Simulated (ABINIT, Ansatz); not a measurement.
Planning a run of ABINIT 10.8.3 on MoF6 (Im-3m). The input:

```
acell 3*1.0 Angstrom
rprim 
  -3.167343216100 3.167343216100 3.167343216100
  3.167343216100 -3.167343216100 3.167343216100
  3.167343216100 3.167343216100 -3.167343216100
ntypat 2
znucl 42 9
natom 7
typat 1 2 2 2 2 2 2
xred 
  0.000000000000 0.000000000000 0.000000000000
  0.710671220000 0.710671220000 0.000000000000
  0.289328780000 0.289328780000 0.000000000000
  0.000000000000 0.289328780000 0.289328780000
  0.000000000000 0.710671220000 0.710671220000
  0.710671220000 0.000000000000 0.710671220000
  0.289328780000 0.000000000000 0.289328780000
pp_dirpath "pseudos"
pseudos "Mo.upf, F.upf"
ecut 36
iscf -2
irdden 1
kptopt 0
nkpt 26
kpt 
  0.00000000 0.00000000 0.00000000
  0.12500000 -0.12500000 0.12500000
  0.25000000 -0.25000000 0.25000000
  0.37500000 -0.37500000 0.37500000
  0.50000000 -0.50000000 0.50000000
  0.37500000 -0.37500000 0.50000000
  0.25000000 -0.25000000 0.50000000
  0.12500000 -0.12500000 0.50000000
  0.00000000 0.00000000 0.50000000
  0.00000000 0.00000000 0.37500000
  0.00000000 0.00000000 0.25000000
  0.00000000 0.00000000 0.12500000
  0.00000000 0.00000000 0.00000000
  0.06250000 0.06250000 0.06250000
  0.12500000 0.12500000 0.12500000
  0.18750000 0.18750000 0.18750000
  0.25000000 0.25000000 0.25000000
  0.31250000 0.06250000 0.31250000
  0.37500000 -0.12500000 0.37500000
  0.43750000 -0.31250000 0.43750000
  0.50000000 -0.50000000 0.50000000
  0.25000000 0.25000000 0.25000000
  0.18750000 0.18750000 0.31250000
  0.12500000 0.12500000 0.37500000
  0.06250000 0.06250000 0.43750000
  -0.00000000 0.00000000 0.50000000
istwfk *1
nband 35
nbdbuf 2
tolwfr 1e-08
nstep 40
prtwf 0
prtvol 0
indata_prefix "in"
outdata_prefix "out"
tmpdata_prefix "tmp"
```

```sh
OMP_NUM_THREADS=1 mpirun -n 4 abinit run.abi > log
```

Q: Estimate wall time and host memory on 4 MPI ranks of Arm Neoverse V2, shared host.

It took 49 s; on shared hardware allow 25 s to 99 s. Peak host memory was 0.45 GiB.

[Paths, hosts, dates, memory and timing lines, banners, echoed tables and standing remarks are left out of the program output.]

[Logs are printed without paths, hosts, clocks, repeated set-up lines and the standing remarks that a program may print on its own settings, such as how far it seeks lower states.]

[Runs of the session that timed out or met a known fault of the program may be left out.]

[Hosts, paths, dates, database ids (printed as entryN), source tags and the programs' standing remarks are cut or masked in the printed files.]

[G0W0 gaps are taken among the corrected bands and points alone; a level outside them can change the order at an edge.]

[Where Ansatz stands beside ABINIT at settings called matched, ABINIT's density can come from a denser mesh and the files from another edition; pairs whose starting gaps differed by over 0.03 eV were left out, so agreement reads better than it is.]
